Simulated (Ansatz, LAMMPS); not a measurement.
## Charge trapping in amorphous 32Ga2O3-68GeO2 (mol %) (69 atoms)

Aim: add and remove one electron in amorphous 32Ga2O3-68GeO2 (mol %) (69 atoms), with atoms held and relaxed, and read trapping energy and localisation.

Program: Ansatz 0.2.0. Level of theory: Kohn-Sham DFT, RPBE, PAW (set soft_1), plane waves; PAW set soft_1. Values are calculated unless marked as measured.

**1. The structure**

The cell holds 69 atoms: 12 Ga, 13 Ge and 44 O. Cell: a = 9.383 Å, b = 9.383 Å, c = 9.383 Å, α = 90.0°, β = 90.0°, γ = 90.0°. 69 atoms (12 Fe, 13 Ge, 44 O) placed at random at 4.74 g/cm³, melted at 5000 K for 10 ps at fixed volume with the Morse and Coulomb pair potential with partial charges (Pedone, Malavasi, Menziani, Cormack and Segre, J. Phys. Chem. B 110, 11780 (2006)). Quenched from 5000 K to 300 K at 20 K/ps and fixed volume, held 5 ps, then minimised at fixed cell. Then Fe was replaced by Ga and the cell scaled by 1.006 (the potential has no terms for the new elements, so the cell is a start for a DFT relaxation).

Limits known from the start: The quench rate of 20 K/ps is orders of magnitude faster than experiment, which tends to freeze in extra defects. The network of bonds at the start is that of the classical potential that made the cell, and needn't be the one that DFT or experiment would give. The Brillouin zone is sampled at Γ only, in a cell whose shortest periodic width is 9 Å.

**2. Single point at the start**

A single point comes first, to see the forces before anything moves.

File input.yaml:

```yaml
crystal:
  lattice:
    - [9.38326, 0.0, 0.0]
    - [0.0, 9.38326, 0.0]
    - [0.0, 0.0, 9.38326]
  atoms:
    - { symbol: Ga, position: [0.31252, 0.1619, 0.84962] }
    - { symbol: Ga, position: [0.92661, 0.27167, 0.84763] }
    - { symbol: Ga, position: [0.78601, 0.81624, 0.55241] }
    - { symbol: Ga, position: [0.47655, 0.62189, 0.60724] }
    - { symbol: Ga, position: [0.72128, 0.40924, 0.64422] }
    - { symbol: Ga, position: [0.27881, 0.56842, 0.2507] }
    - { symbol: Ga, position: [0.02191, 0.92959, 0.74773] }
    - { symbol: Ga, position: [0.53118, 0.36889, 0.3343] }
    - { symbol: Ga, position: [0.26082, 0.49297, 0.87757] }
    - { symbol: Ga, position: [0.55032, 0.06316, 0.17907] }
    - { symbol: Ga, position: [0.83132, 0.92226, 0.1628] }
    - { symbol: Ga, position: [0.38547, 0.84465, 0.90543] }
    - { symbol: Ge, position: [0.06232, 0.71792, 0.04375] }
    - { symbol: Ge, position: [0.62201, 0.68794, 0.29383] }
    - { symbol: Ge, position: [0.91296, 0.57352, 0.33335] }
    - { symbol: Ge, position: [0.03247, 0.59687, 0.6842] }
    - { symbol: Ge, position: [0.06635, 0.33142, 0.15001] }
    - { symbol: Ge, position: [0.23967, 0.82869, 0.4954] }
    - { symbol: Ge, position: [0.68042, 0.02649, 0.84493] }
    - { symbol: Ge, position: [0.58921, 0.36591, 0.97413] }
    - { symbol: Ge, position: [0.91619, 0.13874, 0.4642] }
    - { symbol: Ge, position: [0.73249, 0.67929, 0.87815] }
    - { symbol: Ge, position: [0.19296, 0.99246, 0.16842] }
    - { symbol: Ge, position: [0.23206, 0.31824, 0.53848] }
    - { symbol: Ge, position: [0.49172, 0.07034, 0.56491] }
    - { symbol: O, position: [0.91503, 0.45205, 0.73947] }
    - { symbol: O, position: [0.93269, 0.97038, 0.54948] }
    - { symbol: O, position: [0.66485, 0.5964, 0.71738] }
    - { symbol: O, position: [0.08492, 0.20629, 0.51899] }
    - { symbol: O, position: [0.30254, 0.37297, 0.37495] }
    - { symbol: O, position: [0.52154, 0.12625, 0.38864] }
    - { symbol: O, position: [0.87045, 0.76583, 0.74772] }
    - { symbol: O, position: [0.85699, 0.07509, 0.3016] }
    - { symbol: O, position: [0.92529, 0.33837, 0.03656] }
    - { symbol: O, position: [0.20101, 0.91992, 0.33972] }
    - { symbol: O, position: [0.12476, 0.77172, 0.62862] }
    - { symbol: O, position: [0.8771, 0.06255, 0.82049] }
    - { symbol: O, position: [0.59346, 0.85297, 0.21274] }
    - { symbol: O, position: [0.8242, 0.76403, 0.31804] }
    - { symbol: O, position: [0.08855, 0.62688, 0.87588] }
    - { symbol: O, position: [0.05502, 0.64354, 0.22056] }
    - { symbol: O, position: [0.86294, 0.72504, 0.01879] }
    - { symbol: O, position: [0.25956, 0.74076, 0.0599] }
    - { symbol: O, position: [0.37808, 0.92307, 0.57044] }
    - { symbol: O, position: [0.41851, 0.36119, 0.89556] }
    - { symbol: O, position: [0.6909, 0.28556, 0.83566] }
    - { symbol: O, position: [0.93774, 0.60607, 0.51532] }
    - { symbol: O, position: [0.62306, 0.83302, 0.87786] }
    - { symbol: O, position: [0.65288, 0.53802, 0.9791] }
    - { symbol: O, position: [0.56004, 0.2837, 0.13905] }
    - { symbol: O, position: [0.13893, 0.26308, 0.84942] }
    - { symbol: O, position: [0.20291, 0.44622, 0.08839] }
    - { symbol: O, position: [0.30851, 0.66823, 0.44175] }
    - { symbol: O, position: [0.20871, 0.96722, 0.83752] }
    - { symbol: O, position: [0.60494, 0.7327, 0.47775] }
    - { symbol: O, position: [0.04454, 0.90592, 0.08927] }
    - { symbol: O, position: [0.99729, 0.40356, 0.30706] }
    - { symbol: O, position: [0.37987, 0.66155, 0.78811] }
    - { symbol: O, position: [0.651, 0.00339, 0.64084] }
    - { symbol: O, position: [0.73144, 0.52324, 0.31549] }
    - { symbol: O, position: [0.18837, 0.46907, 0.64504] }
    - { symbol: O, position: [0.49135, 0.06597, 0.84482] }
    - { symbol: O, position: [0.13588, 0.16635, 0.16956] }
    - { symbol: O, position: [0.36115, 0.01571, 0.09523] }
    - { symbol: O, position: [0.48141, 0.57412, 0.2407] }
    - { symbol: O, position: [0.70828, 0.04209, 0.0355] }
    - { symbol: O, position: [0.35883, 0.20161, 0.6207] }
    - { symbol: O, position: [0.79725, 0.25758, 0.5365] }
    - { symbol: O, position: [0.53885, 0.43126, 0.53477] }
kpoints:
  mp_grid: { grid: [1, 1, 1] }
hamiltonian:
  xc: rpbe
  pseudopotentials: { kind: paw, azcp: { folder: soft_1 } }
scf:
  occupations: { method: gaussian, width: 0.025 }
output:
  forces: true
```

Command:

```console
$ ansatz run input.yaml --threads 4 --pin off --max-ram 8192MiB --backend cpu --events-out ev --progress --plain --runs-dir out
```

The log of the run:

```text
[...]
Pseudopotentials: kind: paw
Pseudopotential: Ga, paw, valence charge 13, recommended cutoff 420 eV (normal), soft_1/Ga.paw.azcp
Pseudopotential: Ge, paw, valence charge 14, recommended cutoff 420 eV (normal), soft_1/Ge.paw.azcp
Pseudopotential: O, paw, valence charge 6, recommended cutoff 420 eV (normal), soft_1/O.paw.azcp
[...]
Crystal: 69 atoms, lattice volume = 826.154 Å³
Basis set: ecut = 420 eV, 16135 PW (Γ), exchange–correlation on 128×128×128 points (8 copies of the dense FFT grid, shifted against one another)
Bands: 370, of which v1, the nominal top of the filled ones, is band 301 counted from 1 (300 counted from 0)
Symmetry: 1 space group operations
Space group: P1 (ITA 1), of the structure as read, at distance tolerance 9.4e-5 Å
k-points: 1
[...]
Initial density: superposition of atomic densities (chi_scale 0.1, normalization cell, long waves kept (reshape's long-wave potential 0.32 eV rms))
Initial wavefunctions: pseudopotential atomic-orbital guess
[...]
SCF iter   1: F=—  HF=-126424.511996 eV  |F-HF|=—  |Δ(HF+E_count)|=         —  Δρ=1.13e-1  dr2=6.10e1  ethr=3.10e-3  ⟨swp⟩=6.0  Hψ=1476  notcnv=0
preconditioner: auto → Resta (q_TF=auto, 2.588 Å⁻¹)  ε∞=3.5  [insulator: Δε(μ)=1.600 eV  Ē_g=20.072 eV  σ=0.025 eV  W_gap=1.00  n_scr=250 (ndim 8)  ℏωp=31.7 eV  f_vac=0.034  D(μ)=0.00/eV (n_scr^D=0)  ε∞_Penn≈3.5]
SCF iter   2: F=—  HF=-126409.684612 eV  |F-HF|=—  |Δ(HF+E_count)|=    1.48e1  Δρ=5.06e-2  dr2=9.91e0  ethr=3.10e-3  ⟨swp⟩=2.0  Hψ=655  notcnv=0  defer=61
SCF iter   3: F=—  HF=-126407.369013 eV  |F-HF|=—  |Δ(HF+E_count)|=    2.32e0  Δρ=1.64e-2  dr2=1.85e0  ethr=1.65e-3  ⟨swp⟩=3.0  Hψ=565  notcnv=0  defer=40
automatic band count: iteration 3 solves 349 bands in place of 370: the levels show a gap, and the empty bands left out lie too high to hold charge; the band table lists the bands solved (type scf.n_extra_bands for more)
SCF iter   4: F=—  HF=-126407.258280 eV  |F-HF|=—  |Δ(HF+E_count)|=   1.11e-1  Δρ=5.34e-3  dr2=2.01e-1  ethr=3.07e-4  ⟨swp⟩=3.0  Hψ=521  notcnv=0  defer=40
SCF iter   5: F=—  HF=-126407.345685 eV  |F-HF|=—  |Δ(HF+E_count)|=   8.74e-2  Δρ=3.42e-3  dr2=8.13e-2  ethr=3.33e-5  ⟨swp⟩=2.0  Hψ=654  notcnv=0  defer=40
[...]
SCF iter  13: F=—  HF=-126407.394891 eV  |F-HF|=—  |Δ(HF+E_count)|=   9.47e-7  Δρ=5.24e-6  dr2=2.02e-7  ethr=1.66e-11  ⟨swp⟩=5.0  Hψ=1218  notcnv=0
SCF iter  14: F=-126407.394891 eV  HF=-126407.394891 eV  |F-HF|=1.93e-8  |Δ(HF+E_count)|=   6.83e-8  Δρ=1.11e-6  dr2=1.07e-8  ethr=1.66e-11  ⟨swp⟩=4.0  Hψ=1079  notcnv=0
SCF 1 converged in 14 iterations: F = -126407.394891 eV  dr2 = 1.07e-8
[...]
SCF converged after 14 iterations
Free energy (F): -126407.394891 eV
Harris-Foulkes:  -126407.394891 eV  (|F-HF|=1.93e-8)
Internal energy: -126407.394891 eV  (E = F + TS)
E sigma→0 (E₀):  -126407.394891 eV
Fermi energy:    7.214451 eV
--- Per-component energies (eV) ---
[...]
Σ components = -126407.394891   (vs F -126407.394891, Δ=0.00e0)
--- Forces (eV/Å), atoms counted from 1 ---
  atom   1  Ga    -0.99481388     0.13243311    -0.56304627
  atom   2  Ga     0.95927133     0.32195256     0.94809515
  atom   3  Ga     0.21703356    -0.18658695    -0.72687357
  atom   4  Ga     0.69056748    -0.14556149    -0.01529417
[...]
atom  69  O      0.50185748     0.04601032     0.08407817
  max |Σ_I F_I| component: 1.73e-5 eV/Å
```

Elapsed: 12 s, on 4 threads of Arm Neoverse V1, shared host; peak memory 1.2 GiB.

The r.m.s. force at the start is 0.88 eV/Å.

**3. Relaxation**

The atoms are relaxed in the fixed cell, aiming at the force tolerance of the input.

File input.yaml:

```yaml
crystal:
  lattice:
    - [9.38326, 0.0, 0.0]
    - [0.0, 9.38326, 0.0]
    - [0.0, 0.0, 9.38326]
  atoms:
    [... the 69 atom lines of step 2 ...]
kpoints:
  mp_grid: { grid: [1, 1, 1] }
hamiltonian:
  xc: rpbe
  pseudopotentials: { kind: paw, azcp: { folder: soft_1 } }
scf:
  occupations: { method: gaussian, width: 0.025 }
output:
  forces: true
relax:
  f_tol: 0.05
  max_steps: 120
```

The log of the run:

```text
[...]
Crystal: 69 atoms, lattice volume = 826.154 Å³
Basis set: ecut = 420 eV, 16135 PW (Γ), exchange–correlation on 128×128×128 points (8 copies of the dense FFT grid, shifted against one another)
Bands: 370, of which v1, the nominal top of the filled ones, is band 301 counted from 1 (300 counted from 0)
Symmetry: 1 space group operations
[...]
k-points: 1
[...]
SCF iter   1: F=—  HF=-126424.511996 eV  |F-HF|=—  |Δ(HF+E_count)|=         —  Δρ=1.13e-1  dr2=6.10e1  ethr=3.10e-3  ⟨swp⟩=6.0  Hψ=1476  notcnv=0
[...]
SCF iter   9: F=—  HF=-126407.394791 eV  |F-HF|=—  |Δ(HF+E_count)|=   2.77e-4  Δρ=7.96e-5  dr2=5.09e-5  ethr=9.95e-8  ⟨swp⟩=2.0  Hψ=610  notcnv=0  defer=61
SCF iter  10: F=-126407.394881 eV  HF=-126407.394875 eV  |F-HF|=6.57e-6  |Δ(HF+E_count)|=   8.41e-5  Δρ=4.17e-5  dr2=1.32e-5  ethr=8.45e-9  ⟨swp⟩=4.0  Hψ=974  notcnv=0
SCF 1 converged in 10 iterations: F = -126407.394881 eV  dr2 = 1.32e-5
[...]
relax step   1: F+E_penalty+E_count = -126407.39488119 eV  Δ(F+E_penalty+E_count) = +0.000e0 eV  max|allowed force component| = 2.403e0 eV/Å  Δτ_max = 0.0000 Å  (10 SCF iters, dr2 threshold 6.25e-5 eV, accepted)
[...]
relax step   2: F+E_penalty+E_count = -126410.37751948 eV  Δ(F+E_penalty+E_count) = -2.983e0 eV  max|allowed force component| = 1.018e0 eV/Å  Δτ_max = 0.1526 Å  (8 SCF iters, dr2 threshold 1.00e-4 eV, accepted)
[...]
relax step   3: F+E_penalty+E_count = -126411.46144278 eV  Δ(F+E_penalty+E_count) = -1.084e0 eV  max|allowed force component| = 4.584e-1 eV/Å  Δτ_max = 0.1161 Å  (7 SCF iters, dr2 threshold 6.47e-5 eV, accepted)
relax step   4: F+E_penalty+E_count = -126412.17664254 eV  Δ(F+E_penalty+E_count) = -7.152e-1 eV  max|allowed force component| = 5.488e-1 eV/Å  Δτ_max = 0.2000 Å  (8 SCF iters, dr2 threshold 3.77e-5 eV, accepted)
relax step   5: F+E_penalty+E_count = -126412.53304110 eV  Δ(F+E_penalty+E_count) = -3.564e-1 eV  max|allowed force component| = 1.009e0 eV/Å  Δτ_max = 0.1952 Å  (8 SCF iters, dr2 threshold 6.11e-5 eV, accepted)
relax step   6: F+E_penalty+E_count = -126412.89272395 eV  Δ(F+E_penalty+E_count) = -3.597e-1 eV  max|allowed force component| = 2.477e-1 eV/Å  Δτ_max = 0.2000 Å  (8 SCF iters, dr2 threshold 1.00e-4 eV, accepted)
relax step   7: F+E_penalty+E_count = -126413.00358134 eV  Δ(F+E_penalty+E_count) = -1.109e-1 eV  max|allowed force component| = 1.729e-1 eV/Å  Δτ_max = 0.2000 Å  (9 SCF iters, dr2 threshold 3.84e-6 eV, accepted)
relax step   8: F+E_penalty+E_count = -126412.97737039 eV  Δ(F+E_penalty+E_count) = +2.621e-2 eV  max|allowed force component| = 4.116e-1 eV/Å  Δτ_max = 0.1824 Å  (11 SCF iters, rejected (line search))
relax step   9: F+E_penalty+E_count = -126413.02661382 eV  Δ(F+E_penalty+E_count) = -2.303e-2 eV  max|allowed force component| = 1.792e-1 eV/Å  Δτ_max = 0.0746 Å  (10 SCF iters, accepted)
relax step  10: F+E_penalty+E_count = -126413.03287848 eV  Δ(F+E_penalty+E_count) = -6.265e-3 eV  max|allowed force component| = 1.416e-1 eV/Å  Δτ_max = 0.1000 Å  (7 SCF iters, dr2 threshold 1.56e-5 eV, accepted)
relax step  11: F+E_penalty+E_count = -126413.04175046 eV  Δ(F+E_penalty+E_count) = -8.872e-3 eV  max|allowed force component| = 6.040e-2 eV/Å  Δτ_max = 0.0423 Å  (6 SCF iters, dr2 threshold 1.25e-5 eV, accepted)
[...]
relax step  12: F+E_penalty+E_count = -126413.04364904 eV  Δ(F+E_penalty+E_count) = -1.899e-3 eV  max|allowed force component| = 3.323e-2 eV/Å  Δτ_max = 0.0478 Å  (9 SCF iters, accepted)
SCF converged after 9 iterations
Free energy (F): -126413.043649 eV
[...]
Internal energy: -126413.043649 eV  (E = F + TS)
E sigma→0 (E₀):  -126413.043649 eV
Fermi energy:    7.325776 eV
[...]
Σ components = -126413.043649   (vs F -126413.043649, Δ=0.00e0)
--- Forces (eV/Å), atoms counted from 1 ---
  atom   1  Ga     0.00763260    -0.00642478     0.00042850
  atom   2  Ga     0.00757374     0.01412495    -0.00399123
  atom   3  Ga     0.00939431    -0.00045121    -0.00524309
  atom   4  Ga     0.00894853     0.00998305     0.00977722
[...]
atom  69  O     -0.00320349     0.00004835    -0.00361107
  max |Σ_I F_I| component: 2.40e-5 eV/Å
--- Relaxed structure (12 steps of the walk, 11 accepted, 0 SCFs on fresh bases) ---
  F+E_penalty+E_count = -126413.04364904 eV   max|allowed force component| = 3.323e-2 eV/Å
  atoms:
    - { symbol: Ga, position: [0.285971, 0.144829, 0.816461] }
    - { symbol: Ga, position: [0.932913, 0.264457, 0.870948] }
    - { symbol: Ga, position: [0.818728, 0.779504, 0.524852] }
    - { symbol: Ga, position: [0.505564, 0.618507, 0.607074] }
[...]
- { symbol: O, position: [0.552265, 0.431668, 0.532766] }
```

Run time: 95 s. Hardware: 4 threads; peak memory 1.2 GiB.

The relaxation converged after 12 steps, 5.65 eV below its start, with a largest force component of 0.033 eV/Å.

(Continued in part 2 of 4.)

[Long decimals in the printed logs are rounded to 6 places.]

[Logs are printed without paths, hosts, clocks, repeated set-up lines and the standing remarks that a program may print on its own settings, such as how far it seeks lower states.]

[Hosts, paths, dates, database ids (printed as entryN), source tags and the programs' standing remarks are cut or masked in the printed files.]
